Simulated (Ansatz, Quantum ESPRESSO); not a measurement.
**PtSe2 (Sudovikovite): zone-centre phonons**

Aim: the zone-centre modes of PtSe2 (Sudovikovite).

Main program and level: Quantum ESPRESSO 8.0 development, patched; DFT LDA, scalar-relativistic, plane waves, PseudoDojo norm-conserving pseudopotentials.

The database entry behind the starting cell has ideal inner coordinates that were not refined, so it need not match the best structure at ambient conditions.

**1. Starting point**

Symmetry: P-3m1, No. 164, trigonal system. The conventional cell has a = 3.724 Å, b = 3.724 Å, c = 5.062 Å, α = 90.00°, β = 90.00°, γ = 120.00°. Nearest to Pt lie 6 Se at 2.49 Å. Nearest to Se lie 3 Pt at 2.49 Å. Farther neighbours and most contacts between anions are not listed.

**2. A probe with smearing**

Before anything dear is run, a loose run with smearing shows whether this is a metal and how far the cell is from rest.

probe.in

```
&CONTROL
  calculation = 'scf'
  prefix      = 'x'
  outdir      = './tmp'
  pseudo_dir  = './pseudo'
  tprnfor     = .true.
  tstress     = .true.
  verbosity   = 'high'
/
&SYSTEM
  ibrav       = 0
  nat         = 3
  ntyp        = 2
  ecutwfc     = 86.0
  occupations = 'smearing'
  smearing    = 'gaussian'
  degauss     = 0.01
/
&ELECTRONS
  conv_thr         = 1.0d-07
  mixing_beta      = 0.7
  electron_maxstep = 100
/
ATOMIC_SPECIES
 Pt    195.0840  Pt.upf
 Se     78.9710  Se.upf
CELL_PARAMETERS angstrom
     3.724000000    0.000000000    0.000000000
    -1.862000000    3.225078600    0.000000000
     0.000000000    0.000000000    5.062000000
ATOMIC_POSITIONS crystal
 Pt     0.000000000   0.000000000   0.000000000
 Se     0.333333330   0.666666670   0.250000000
 Se     0.666666670   0.333333330   0.750000000
K_POINTS automatic
 6 6 4 0 0 0
```

Started as:

```sh
$ OMP_NUM_THREADS=1 mpirun -n 8 pw.x -nk 8 -in probe.in > probe.out
```

Output:

```text
[banners, grids, parts of the stress and lines that vanish by symmetry left out]
Program PWSCF v.8.0dev
     Message from routine setup:
     using ibrav=0 with symmetry is DISCOURAGED, use correct ibrav instead
[...]
kinetic-energy cutoff     =      86.0000  Ry
     charge density cutoff     =     344.0000  Ry
     scf convergence threshold =      1.0E-07
[...]
Exchange-correlation= SLA-PW-NOGX-NOGC
                           (   1   4   0   0   0   0   0)
[...]
12 Sym. Ops., with inversion, found
[...]
(     0          1          0      )
                  (     0          0          1      )
[...]
(  0.0000000  1.0000000  0.0000000 )
                  (  0.0000000  0.0000000  1.0000000 )
[...]
(    -1         -1          0      )
                  (     0          0         -1      )
[...]
(    -1          0          0      )
                  (     0          0          1      )
[...]
( -0.8660254 -0.5000000  0.0000000 )
                  (  0.0000000  0.0000000  1.0000000 )
[...]
number of k points=    24  Gaussian smearing, width (Ry)=  0.0100
[...]
End of self-consistent calculation
[...]
the Fermi energy is    13.4487 ev
!    total energy              =    -746.19147788 Ry
[...]
convergence has been achieved in   8 iterations
[...]
atom    1 type  1   force =     0.00000000   -0.00000000    0.00000000
     atom    2 type  2   force =     0.00000000    0.00000000    0.00713414
     atom    3 type  2   force =     0.00000000    0.00000000   -0.00713414
[...]
Total force =     0.010089     Total SCF correction =     0.000462
[...]
total   stress  (Ry/bohr**3)                   (kbar)     P=       -5.91
[...]
XML data file, charge density, pseudopotentials, collected wavefunctions

   JOB DONE.
```

Wall time 8 s (8 MPI ranks of Arm Neoverse V2, shared host).

This step gave:

| Quantity | Value |
| --- | --- |
| volume per atom | 20.27 Å³ |
| pressure | -0.5903 GPa |
| gap on the k-mesh | 0 eV |

No gap opens on this mesh, so smearing is kept; the start stands at -0.59 GPa.

**3. Relaxation**

The relaxation runs at a cutoff a fifth above that of the response, since stress converges more slowly with the basis than frequencies do. Forces and stress are brought to rest with tight thresholds.

relax.in

```
&CONTROL
  calculation   = 'vc-relax'
  prefix        = 'x'
  outdir        = './tmp'
  pseudo_dir    = './pseudo'
  tprnfor       = .true.
  tstress       = .true.
  forc_conv_thr = 2.0d-05
  etot_conv_thr = 1.0d-07
  nstep         = 40
/
&SYSTEM
  ibrav       = 0
  nat         = 3
  ntyp        = 2
  ecutwfc     = 103
  occupations = 'smearing'
  smearing    = 'mv'
  degauss     = 0.02
/
&ELECTRONS
  conv_thr         = 1.0d-11
  mixing_beta      = 0.7
  electron_maxstep = 100
/
&IONS
/
&CELL
  press_conv_thr = 0.2
/
ATOMIC_SPECIES
 Pt    195.0840  Pt.upf
 Se     78.9710  Se.upf
CELL_PARAMETERS angstrom
     3.724000000    0.000000000    0.000000000
    -1.862000000    3.225078600    0.000000000
     0.000000000    0.000000000    5.062000000
ATOMIC_POSITIONS crystal
 Pt     0.000000000   0.000000000   0.000000000
 Se     0.333333330   0.666666670   0.250000000
 Se     0.666666670   0.333333330   0.750000000
K_POINTS automatic
 12 12 8 0 0 0
```

Started as:

```sh
$ OMP_NUM_THREADS=1 mpirun -n 8 pw.x -nk 8 -in relax.in > relax.out
```

Output:

```text
[banners, grids, parts of the stress and lines that vanish by symmetry left out]
[banner, memory and clock lines left out]
Program PWSCF v.8.0dev

[...]
kinetic-energy cutoff     =     103.0000  Ry
     charge density cutoff     =     412.0000  Ry
     scf convergence threshold =      1.0E-11
[...]
energy convergence thresh.=      1.0E-07
     force convergence thresh. =      2.0E-05
     press convergence thresh. =      2.0E-01
     Exchange-correlation= SLA-PW-NOGX-NOGC
                           (   1   4   0   0   0   0   0)
[...]
12 Sym. Ops., with inversion, found
[...]
number of k points=   131  Marzari-Vanderbilt smearing, width (Ry)=  0.0200
[...]
End of self-consistent calculation
[...]
the Fermi energy is    13.4307 ev
!    total energy              =    -746.19136470 Ry
[...]
convergence has been achieved in  11 iterations
[...]
atom    1 type  1   force =    -0.00000000    0.00000000    0.00000000
     atom    2 type  2   force =     0.00000000    0.00000000    0.00592150
     atom    3 type  2   force =     0.00000000    0.00000000   -0.00592150
     Total force =     0.008374     Total SCF correction =     0.000013
[...]
total   stress  (Ry/bohr**3)                   (kbar)     P=       -5.88
[...]
number of bfgs steps    =   0
[...]
CELL_PARAMETERS (angstrom)
[...]
ATOMIC_POSITIONS (crystal)
Pt              -0.0000000000        0.0000000000       -0.0000000000
Se               0.3333333300        0.6666666700        0.2506190283
Se               0.6666666700        0.3333333300        0.7493809717
[...]
New effective cutoffs (rho, wfc):  412.82  103.46
[...]
End of self-consistent calculation
[...]
the Fermi energy is    13.4891 ev
!    total energy              =    -746.19152978 Ry
[...]
convergence has been achieved in   7 iterations
[...]
atom    1 type  1   force =     0.00000000    0.00000000    0.00000000
     atom    2 type  2   force =     0.00000000    0.00000000    0.00608690
     atom    3 type  2   force =    -0.00000000   -0.00000000   -0.00608690
     Total force =     0.008608     Total SCF correction =     0.000006
[...]
total   stress  (Ry/bohr**3)                   (kbar)     P=       -4.59
[...]
number of bfgs steps    =   1
[...]
WARNING: bfgs curvature condition failed, Theta= 0.832
[...]
CELL_PARAMETERS (angstrom)
[...]
ATOMIC_POSITIONS (crystal)
Pt               0.0000000000        0.0000000000       -0.0000000000
[...]
New effective cutoffs (rho, wfc):  414.59  104.01
[...]
End of self-consistent calculation
[...]
the Fermi energy is    13.5419 ev
!    total energy              =    -746.19171186 Ry
[...]
convergence has been achieved in   7 iterations
[...]
atom    1 type  1   force =    -0.00000000   -0.00000000   -0.00000000
     atom    2 type  2   force =     0.00000000    0.00000000    0.00589407
     atom    3 type  2   force =    -0.00000000   -0.00000000   -0.00589407
     Total force =     0.008335     Total SCF correction =     0.000003
[...]
total   stress  (Ry/bohr**3)                   (kbar)     P=       -4.13
[...]
number of bfgs steps    =   2
[...]
WARNING: bfgs curvature condition failed, Theta= 0.914
[...]
Total force =     0.001413     Total SCF correction =     0.000005
[...]
total   stress  (Ry/bohr**3)                   (kbar)     P=       -0.08
[...]
number of bfgs steps    =   9
[...]
the Fermi energy is    14.4478 ev
!    total energy              =    -746.19384845 Ry
[...]
convergence has been achieved in   6 iterations
[...]
Total force =     0.000905     Total SCF correction =     0.000008
[...]
total   stress  (Ry/bohr**3)                   (kbar)     P=       -0.69
[...]
number of bfgs steps    =  10
[...]
the Fermi energy is    14.4458 ev
!    total energy              =    -746.19384993 Ry
[...]
convergence has been achieved in   6 iterations
[...]
Total force =     0.000274     Total SCF correction =     0.000006
[...]
total   stress  (Ry/bohr**3)                   (kbar)     P=       -0.39
[...]
number of bfgs steps    =  11
[...]
New effective cutoffs (rho, wfc):  462.61  116.67
[...]
the Fermi energy is    14.4484 ev
!    total energy              =    -746.19385011 Ry
[...]
convergence has been achieved in   6 iterations
[...]
atom    2 type  2   force =     0.00000000   -0.00000000   -0.00001937
     atom    3 type  2   force =    -0.00000000    0.00000000    0.00001937
     Total force =     0.000027     Total SCF correction =     0.000001
[...]
total   stress  (Ry/bohr**3)                   (kbar)     P=       -0.07
[...]
number of bfgs steps    =  12
[...]
small trust_radius: resetting bfgs history
[...]
CELL_PARAMETERS (angstrom)
[...]
ATOMIC_POSITIONS (crystal)
[...]
New effective cutoffs (rho, wfc):  462.61  116.67
[...]
End of self-consistent calculation
[...]
the Fermi energy is    14.4491 ev
!    total energy              =    -746.19385011 Ry
[...]
convergence has been achieved in   6 iterations
[...]
atom    1 type  1   force =     0.00000000   -0.00000000    0.00000000
     atom    2 type  2   force =     0.00000000    0.00000000   -0.00000044
     atom    3 type  2   force =    -0.00000000   -0.00000000    0.00000044
     Total force =     0.000001     Total SCF correction =     0.000000
[...]
total   stress  (Ry/bohr**3)                   (kbar)     P=       -0.01
[...]
bfgs converged in  14 scf cycles and  13 bfgs steps
[...]
End of BFGS Geometry Optimization
     Final enthalpy           =    -746.1938501124 Ry
     File ./tmp/x.bfgs deleted, as requested
[...]
CELL_PARAMETERS (angstrom)
[...]
ATOMIC_POSITIONS (crystal)
[...]
Se               0.3333333300        0.6666666700        0.2649011279
Se               0.6666666700        0.3333333300        0.7350988721
[...]
Final scf calculation at the relaxed structure.
[...]
kinetic-energy cutoff     =     103.0000  Ry
     charge density cutoff     =     412.0000  Ry
     scf convergence threshold =      1.0E-13
[...]
press convergence thresh. =      2.0E-01
     Exchange-correlation= SLA-PW-NOGX-NOGC
                           (   1   4   0   0   0   0   0)
[...]
12 Sym. Ops., with inversion, found
[...]
number of k points=   131  Marzari-Vanderbilt smearing, width (Ry)=  0.0200
[...]
End of self-consistent calculation
[...]
the Fermi energy is    14.4491 ev
!    total energy              =    -746.19383196 Ry
[...]
convergence has been achieved in  13 iterations
[...]
atom    1 type  1   force =     0.00000000    0.00000000    0.00000000
     atom    2 type  2   force =    -0.00000000   -0.00000000    0.00000140
     atom    3 type  2   force =     0.00000000   -0.00000000   -0.00000140
     Total force =     0.000002     Total SCF correction =     0.000000
[...]
total   stress  (Ry/bohr**3)                   (kbar)     P=       -0.03
[...]
XML data file, charge density, pseudopotentials, collected wavefunctions
```

Run time: 11 min. Hardware: 8 MPI ranks.

The steps of the relaxation:

```tsv
step	energy less that of the first step (eV)	largest force (eV/Å)	pressure (GPa)	volume (Å³)
1	0.0000	0.1522	-0.59	60.80
2	-0.0022	0.1565	-0.46	60.61
3	-0.0047	0.1515	-0.41	60.44
4	-0.0083	0.1420	-0.37	60.21
5	-0.0133	0.1273	-0.32	59.87
6	-0.0200	0.1046	-0.23	59.37
7	-0.0279	0.0668	-0.07	58.64
8	-0.0335	0.0051	0.21	57.60
9	-0.0336	0.0226	0.11	57.54
10	-0.0337	0.0257	-0.01	57.58
11	-0.0338	0.0164	-0.07	57.62
12	-0.0338	0.0050	-0.04	57.63
13	-0.0338	0.0005	-0.01	57.62
14	-0.0338	0.0000	0.00	57.62
15	-0.0336	0.0000	0.00	57.62
```

```tsv
conventional cell, symmetrised	before	after	change
a (Å)	3.724	3.742	+0.5 %
b (Å)	3.724	3.742	+0.5 %
c (Å)	5.062	4.753	-6.1 %
volume (Å³/atom)	20.27	19.21	-5.2 %
```

The atoms that moved most (Å, as changes of fractional coordinates times the final cell):

```tsv
atom	dx	dy	dz	length
Se2	0.000	0.000	0.071	0.071
Se3	0.000	0.000	-0.071	0.071
```

Final coordinates:

```
CELL_PARAMETERS angstrom
3.74161 0.00000 0.00000
-1.87081 3.24033 0.00000
0.00000 0.00000 4.75256
ATOMIC_POSITIONS crystal
Pt 0.00000 0.00000 0.00000
Se 0.33333 0.66667 0.26490
Se 0.66667 0.33333 0.73510
```

The last row of the table of steps is pw.x's closing run on a basis chosen anew for the final cell, so its energy can jump.

Numbers from this step:

- volume per atom: 19.21 Å³
- pressure: -0.002667 GPa

The volume changes by -5.2 % from the cell with which this run began.

**4. Self-consistent run for the response**

Perturbation theory inherits every error of the wavefunctions, so the threshold is set near the limit of the arithmetic. Smearing stays on, as the first look found no gap above 0.3 eV.

scf.in

```
&CONTROL
  calculation = 'scf'
  prefix      = 'x'
  outdir      = './tmp'
  pseudo_dir  = './pseudo'
  tprnfor     = .true.
  tstress     = .true.
/
&SYSTEM
  ibrav       = 0
  nat         = 3
  ntyp        = 2
  ecutwfc     = 86.0
  occupations = 'smearing'
  smearing    = 'mv'
  degauss     = 0.02
/
&ELECTRONS
  conv_thr         = 1.0d-12
  mixing_beta      = 0.7
  electron_maxstep = 100
/
ATOMIC_SPECIES
 Pt    195.0840  Pt.upf
 Se     78.9710  Se.upf
CELL_PARAMETERS angstrom
     3.741613269    0.000000000    0.000000000
    -1.870806634    3.240332142    0.000000000
     0.000000000    0.000000000    4.752560993
ATOMIC_POSITIONS crystal
 Pt     0.000000000   0.000000000   0.000000000
 Se     0.333333333   0.666666667   0.264901128
 Se     0.666666667   0.333333333   0.735098872
K_POINTS automatic
 12 12 8 0 0 0
```

Started as:

```sh
$ OMP_NUM_THREADS=1 mpirun -n 8 pw.x -nk 8 -in scf.in > scf.out
```

Output:

```text
[banners, grids, parts of the stress and lines that vanish by symmetry left out]
[banner, memory and clock lines left out]
Program PWSCF v.8.0dev

[...]
kinetic-energy cutoff     =      86.0000  Ry
     charge density cutoff     =     344.0000  Ry
     scf convergence threshold =      1.0E-12
[...]
Exchange-correlation= SLA-PW-NOGX-NOGC
                           (   1   4   0   0   0   0   0)
[...]
12 Sym. Ops., with inversion, found
[...]
number of k points=   131  Marzari-Vanderbilt smearing, width (Ry)=  0.0200
[...]
End of self-consistent calculation
[...]
the Fermi energy is    14.4492 ev
!    total energy              =    -746.19372701 Ry
[...]
convergence has been achieved in  12 iterations
[...]
atom    1 type  1   force =     0.00000000    0.00000000    0.00000000
     atom    2 type  2   force =     0.00000000    0.00000000    0.00000964
     atom    3 type  2   force =     0.00000000    0.00000000   -0.00000964
     Total force =     0.000014     Total SCF correction =     0.000005
[...]
total   stress  (Ry/bohr**3)                   (kbar)     P=       -0.04
[...]
XML data file, charge density, pseudopotentials, collected wavefunctions
```

Run time: 54 s. Hardware: 8 MPI ranks.

Read from the output:

```yaml
pressure: -0.004333 GPa
```

The cell stands at -0.0043 GPa, close enough for phonons.

[end of part 1 of 3]

[Host names and launcher messages were left out of these logs when they were recorded.]

[Logs are printed without paths, hosts, clocks, repeated set-up lines and the standing remarks that a program may print on its own settings, such as how far it seeks lower states.]

[Hosts, paths, dates, database ids (printed as entryN), source tags and the programs' standing remarks are cut or masked in the printed files.]
